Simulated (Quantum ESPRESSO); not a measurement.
**Ni3Pt: which magnetic order is lowest**

A self-consistent run ends on one state, which hangs on the start. Several orders of Ni3Pt are started in Quantum ESPRESSO and their energies compared.

Main program and level: Quantum ESPRESSO 7.5; PBEsol; plane waves with GBRV 1.5 PBEsol potentials, no spin-orbit coupling.

## Step 1: Starting point

The structure is cubic, space group Pm-3m (No. 221). Conventional cell: a = 3.625 Å, b = 3.625 Å, c = 3.625 Å, α = 90.00°, β = 90.00°, γ = 90.00°. Ni has 8 Ni at 2.56 Å and 4 Pt at 2.56 Å nearest. Pt has 12 Ni at 2.56 Å nearest. Farther neighbours are not listed.

Structure file:

```cif
data_structure
_symmetry_space_group_name_H-M 'P 1'
_symmetry_Int_Tables_number 1
_cell_length_a 3.6246
_cell_length_b 3.6246
_cell_length_c 3.6246
_cell_angle_alpha 90.000
_cell_angle_beta 90.000
_cell_angle_gamma 90.000
_cell_volume 47.62
loop_
_atom_site_label
_atom_site_type_symbol
_atom_site_fract_x
_atom_site_fract_y
_atom_site_fract_z
_atom_site_occupancy
Ni1 Ni 0.50000 0.00000 0.50000 1
Ni2 Ni 0.00000 0.50000 0.50000 1
Ni3 Ni 0.50000 0.50000 0.00000 1
Pt4 Pt 0.00000 0.00000 0.00000 1
```

The cell comes from Materials Project 2023-11-01, a database of computed structures, and need not be the stable phase.

## Step 2: Start 1: ferro +++

The signs are those of the starting moments on the seeded atoms, the atoms that are given a moment.

pw.in reads:

```
&CONTROL
  calculation = 'scf'
  prefix = 'pwscf'
  outdir = './tmp'
  pseudo_dir = './pseudo'
  disk_io = 'nowf'
/
&SYSTEM
  ibrav = 0
  celldm(1) = 8
  nat = 4
  ntyp = 2
  ecutwfc = 40
  ecutrho = 280
  nbnd = 46
  occupations = 'smearing'
  smearing = 'fd'
  degauss = 0.00734986
  nspin = 2
  starting_magnetization(1) = 0.0556
  starting_magnetization(2) = 0
/
&ELECTRONS
  conv_thr = 8d-09
  electron_maxstep = 150
  mixing_beta = 0.3
/
ATOMIC_SPECIES
Ni     58.6934 ni_pbesol_v1.4.uspp.F.UPF
Pt    195.0840 pt_pbesol_v1.4.uspp.F.UPF
CELL_PARAMETERS alat
   0.8561798191892    0.0000000000000    0.0000000000000
   0.0000000000000    0.8561798191892    0.0000000000000
   0.0000000000000    0.0000000000000    0.8561798191892
ATOMIC_POSITIONS crystal
Ni      0.5000000000    0.0000000000    0.5000000000
Ni      0.0000000000    0.5000000000    0.5000000000
Ni      0.5000000000    0.5000000000    0.0000000000
Pt      0.0000000000    0.0000000000    0.0000000000
K_POINTS automatic
10 10 10 0 0 0
```

Run with:

```console
$ OMP_NUM_THREADS=1 mpirun -n 4 pw.x -nk 4 -in pw.in > pw.out
```

The log of the run:

```text
Program PWSCF v.7.5 starts

     Message from routine setup:
     using ibrav=0 with symmetry is DISCOURAGED, use correct ibrav instead

     K-points division:     npool     =       4
     Subspace diagonalization in iterative solution of the eigenvalue problem:

     G-vector sticks info
     --------------------
     sticks:   dense  smooth     PW     G-vecs:    dense   smooth      PW
     Sum        1041     593    185                25413    11067    1935

     Using Slab Decomposition

     bravais-lattice index     =            0
     lattice parameter (alat)  =       8.0000  a.u.
     unit-cell volume          =     321.3401 (a.u.)^3
     number of atoms/cell      =            4
     number of atomic types    =            2
     number of electrons       =        70.00
     number of Kohn-Sham states=           46
     kinetic-energy cutoff     =      40.0000  Ry
     charge density cutoff     =     280.0000  Ry
     scf convergence threshold =      8.0E-09
     mixing beta               =       0.3000
     number of iterations used =            8  plain     mixing
     Exchange-correlation= SLA  PW   PSX  PSC
                           (   1   4  10   8   0   0   0)

     celldm(1)=   8.000000  celldm(2)=   0.000000  celldm(3)=   0.000000
     celldm(4)=   0.000000  celldm(5)=   0.000000  celldm(6)=   0.000000

     crystal axes: (cart. coord. in units of alat)
               a(1) = (   0.856180   0.000000   0.000000 )
               a(2) = (   0.000000   0.856180   0.000000 )
               a(3) = (   0.000000   0.000000   0.856180 )

     reciprocal axes: (cart. coord. in units 2 pi/alat)
               b(1) = (  1.167979  0.000000  0.000000 )
               b(2) = (  0.000000  1.167979  0.000000 )
               b(3) = (  0.000000  0.000000  1.167979 )

     PseudoPot. # 1 for Ni read from file:
     ni_pbesol_v1.4.uspp.F.UPF
     Pseudo is Ultrasoft + core correction, Zval = 18.0
     Generated by new atomic code, or converted to UPF format
     Using radial grid of  865 points,  6 beta functions with:
                l(1) =   0
                l(2) =   0
                l(3) =   1
                l(4) =   1
                l(5) =   2
                l(6) =   2
     Q(r) pseudized with 10 coefficients,  rinner =    0.980   0.980   0.980
                                                       0.980   0.980

     PseudoPot. # 2 for Pt read from file:
     pt_pbesol_v1.4.uspp.F.UPF
     Pseudo is Ultrasoft + core correction, Zval = 16.0
     Generated by new atomic code, or converted to UPF format
     Using radial grid of  985 points,  6 beta functions with:
                l(1) =   0
                l(2) =   0
                l(3) =   1
                l(4) =   1
                l(5) =   2
                l(6) =   2
     Q(r) pseudized with  8 coefficients,  rinner =    1.300   1.300   1.300
                                                       1.300   1.300

     atomic species   valence    mass     pseudopotential
     Ni               18.00    58.69340     Ni( 1.00)
     Pt               16.00   195.08400     Pt( 1.00)

     Starting magnetic structure
     atomic species   magnetization
     Ni              0.056
     Pt              0.000

     48 Sym. Ops., with inversion, found

   Cartesian axes

     site n.     atom                  positions (alat units)
         1        Ni     tau(   1) = (   0.4280899   0.0000000   0.4280899  )
         2        Ni     tau(   2) = (   0.0000000   0.4280899   0.4280899  )
         3        Ni     tau(   3) = (   0.4280899   0.4280899   0.0000000  )
         4        Pt     tau(   4) = (   0.0000000   0.0000000   0.0000000  )

     number of k points=    56  Fermi-Dirac smearing, width (Ry)=  0.0073
                       cart. coord. in units 2pi/alat
        k(    1) = (   0.0000000   0.0000000   0.0000000), wk =   0.0010000
        k(    2) = (   0.0000000   0.0000000   0.1167979), wk =   0.0060000
        k(    3) = (   0.0000000   0.0000000   0.2335958), wk =   0.0060000
        k(    4) = (   0.0000000   0.0000000   0.3503937), wk =   0.0060000
        k(    5) = (   0.0000000   0.0000000   0.4671916), wk =   0.0060000
        [... 51 further k-points ...]

     Dense  grid:    25413 G-vectors     FFT dimensions: (  40,  40,  40)

     Smooth grid:    11067 G-vectors     FFT dimensions: (  27,  27,  27)

     Check: negative core charge=   -0.000013
     Generating pointlists ...
     new r_m :   0.2497 (alat units)  1.9979 (a.u.) for type    1
     new r_m :   0.2497 (alat units)  1.9979 (a.u.) for type    2

     Initial potential from superposition of free atoms

     starting charge      63.5000, renormalised to      70.0000

     negative rho (up, down):  9.905E-02 9.905E-02
     Starting wfcs are   51 randomized atomic wfcs

     Self-consistent Calculation

     iteration #  1     ecut=    40.00 Ry     beta= 0.30
     Davidson diagonalization with overlap
     ethr =  1.00E-02,  avg # of iterations =  4.0

     negative rho (up, down):  9.298E-02 9.278E-02

     total energy              =   -1219.14470385 Ry
     estimated scf accuracy    <      85.91006709 Ry

     total magnetization       =     0.99 Bohr mag/cell
     absolute magnetization    =     1.05 Bohr mag/cell

     iteration #  2     ecut=    40.00 Ry     beta= 0.30
     Davidson diagonalization with overlap
     ethr =  1.00E-02,  avg # of iterations =  3.1

     negative rho (up, down):  8.751E-02 8.736E-02

     total energy              =   -1234.78385951 Ry
     estimated scf accuracy    <      40.91471821 Ry

     total magnetization       =     0.14 Bohr mag/cell
     absolute magnetization    =     0.18 Bohr mag/cell

     iteration #  3     ecut=    40.00 Ry     beta= 0.30
     Davidson diagonalization with overlap
     ethr =  1.00E-02,  avg # of iterations =  2.1

     negative rho (up, down):  8.695E-02 8.652E-02

     total energy              =   -1239.70673095 Ry
     estimated scf accuracy    <       0.92018637 Ry

     total magnetization       =     2.55 Bohr mag/cell
     absolute magnetization    =     2.68 Bohr mag/cell

     [... further iterations left out ...]

     iteration # 11     ecut=    40.00 Ry     beta= 0.30
     Davidson diagonalization with overlap
     ethr =  5.39E-07,  avg # of iterations =  1.0

     negative rho (up, down):  8.544E-02 8.267E-02

     total energy              =   -1239.83490047 Ry
     estimated scf accuracy    <       0.00008470 Ry

     total magnetization       =     2.39 Bohr mag/cell
     absolute magnetization    =     2.64 Bohr mag/cell

     iteration # 12     ecut=    40.00 Ry     beta= 0.30
     Davidson diagonalization with overlap
     ethr =  1.21E-07,  avg # of iterations =  1.5

     negative rho (up, down):  8.542E-02 8.268E-02

     total energy              =   -1239.83491274 Ry
     estimated scf accuracy    <       0.00000028 Ry

     total magnetization       =     2.40 Bohr mag/cell
     absolute magnetization    =     2.66 Bohr mag/cell

     iteration # 13     ecut=    40.00 Ry     beta= 0.30
     Davidson diagonalization with overlap
     ethr =  3.95E-10,  avg # of iterations =  3.0

     negative rho (up, down):  8.542E-02 8.268E-02

     total energy              =   -1239.83491299 Ry
     estimated scf accuracy    <       0.00000006 Ry

     total magnetization       =     2.40 Bohr mag/cell
     absolute magnetization    =     2.66 Bohr mag/cell

     iteration # 14     ecut=    40.00 Ry     beta= 0.30
     Davidson diagonalization with overlap
     ethr =  8.30E-11,  avg # of iterations =  2.0

     negative rho (up, down):  8.542E-02 8.268E-02

     Magnetic moment per site  (integrated on atomic sphere of radius R)
     atom   1 (R=0.250)  charge= 16.8506  magn=  0.7257
     atom   2 (R=0.250)  charge= 16.8506  magn=  0.7257
     atom   3 (R=0.250)  charge= 16.8506  magn=  0.7257
     atom   4 (R=0.250)  charge= 13.4025  magn=  0.3262

     End of self-consistent calculation

     Number of k-points >= 100: set verbosity='high' to print the bands.

     the Fermi energy is    19.2549 ev

!    total energy              =   -1239.83491306 Ry
     estimated scf accuracy    <          6.4E-09 Ry
     smearing contrib. (-TS)   =      -0.01511686 Ry
     internal energy E=F+TS    =   -1239.81979620 Ry

     The total energy is F=E-TS. E is the sum of the following terms:
     one-electron contribution =    -613.08745618 Ry
     hartree contribution      =     356.51762205 Ry
     xc contribution           =    -162.27458946 Ry
     ewald contribution        =    -820.97537261 Ry

     total magnetization       =     2.40 Bohr mag/cell
     absolute magnetization    =     2.66 Bohr mag/cell

     convergence has been achieved in  14 iterations

=------------------------------------------------------------------------------=
   JOB DONE.
=------------------------------------------------------------------------------=
```

Wall time 97 s (4 MPI ranks of Intel Xeon at 2.50GHz (Skylake/Cascade Lake), shared host); peak memory 0.46 GiB.

Spin moment in the atom's sphere by atom:

```
atom  spin moment in the atom's sphere (μB)
 Ni1                                  0.726
 Ni2                                  0.726
 Ni3                                  0.726
 Pt4                                  0.326
```

Read from the output:

* smearing term TS: 0.2057 eV
* magnetization: 2.398 μB
* absolute magnetization: 2.658 μB
* final state: ferromagnetic

(Part 1 of 2 ends here.)

[Logs and program files are shortened in this print: banners, set-up blocks, solver, clock and traceback lines can be left out without a mark of their own.]

[Logs are printed without paths, hosts, clocks, repeated set-up lines and the standing remarks that a program may print on its own settings, such as how far it seeks lower states.]

[Hosts, paths, dates, database ids (printed as entryN), source tags and the programs' standing remarks are cut or masked in the printed files.]

[Where a cell is said to come from a database of computed structures, the database is the Materials Project.]
